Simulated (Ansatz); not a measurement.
The crystal is TiO2 (Rutile).

Symmetry: P4_2/mnm, No. 136, tetragonal system. Conventional cell: a = 4.592 Å, b = 4.592 Å, c = 2.957 Å, α = 90.00°, β = 90.00°, γ = 90.00°. Nearest to Ti lie 6 O at 1.95 to 1.98 Å. Nearest to O lie 3 Ti at 1.95 to 1.98 Å. Farther neighbours and most contacts between anions are not listed.

```xyz
6
Lattice="4.5922 0.0000 0.0000 0.0000 4.5922 0.0000 0.0000 0.0000 2.9574" Properties=species:S:1:pos:R:3 pbc="T T T"
Ti    0.0000    0.0000    0.0000
Ti    2.2961    2.2961    1.4787
O     1.4004    1.4004    0.0000
O     0.8957    3.6965    1.4787
O     3.1918    3.1918    0.0000
O     3.6965    0.8957    1.4787
```

The cell and positions come from the Crystallography Open Database and are kept as given unless a step says otherwise. PAW set soft_2, made with PBE.

Gaps computed with Ansatz 0.2.0 without a self-energy: LDA 1.81 eV and r2SCAN 2.23 eV.

Q: What gap should G0W0 on r2SCAN give (4×4×6 mesh, 493 empty bands, screening to 230 eV, default PAW files)?

About 3.26 eV: on its mesh the run moves the gap from 2.23 eV by +1.03 eV. A band edge moves to another state on the way. Among the scalar-relativistic levels given, r2SCAN is nearest (−1.03 eV). Bands and cutoff are finite, so the gap is not at the basis limit. The miss can reach some tenths of an eV and take either sign; the mesh is an error of its own.

[Paths, hosts, dates, memory and timing lines, banners, echoed tables and standing remarks are left out of the program output.]

[Logs are printed without paths, hosts, clocks, repeated set-up lines and the standing remarks that a program may print on its own settings, such as how far it seeks lower states.]

[Runs of the session that timed out or met a known fault of the program may be left out.]

[Cells called generated may have been cut or substituted from an entry of the Crystallography Open Database or the Materials Project.]

[Hosts, paths, dates, database ids (printed as entryN), source tags and the programs' standing remarks are cut or masked in the printed files.]
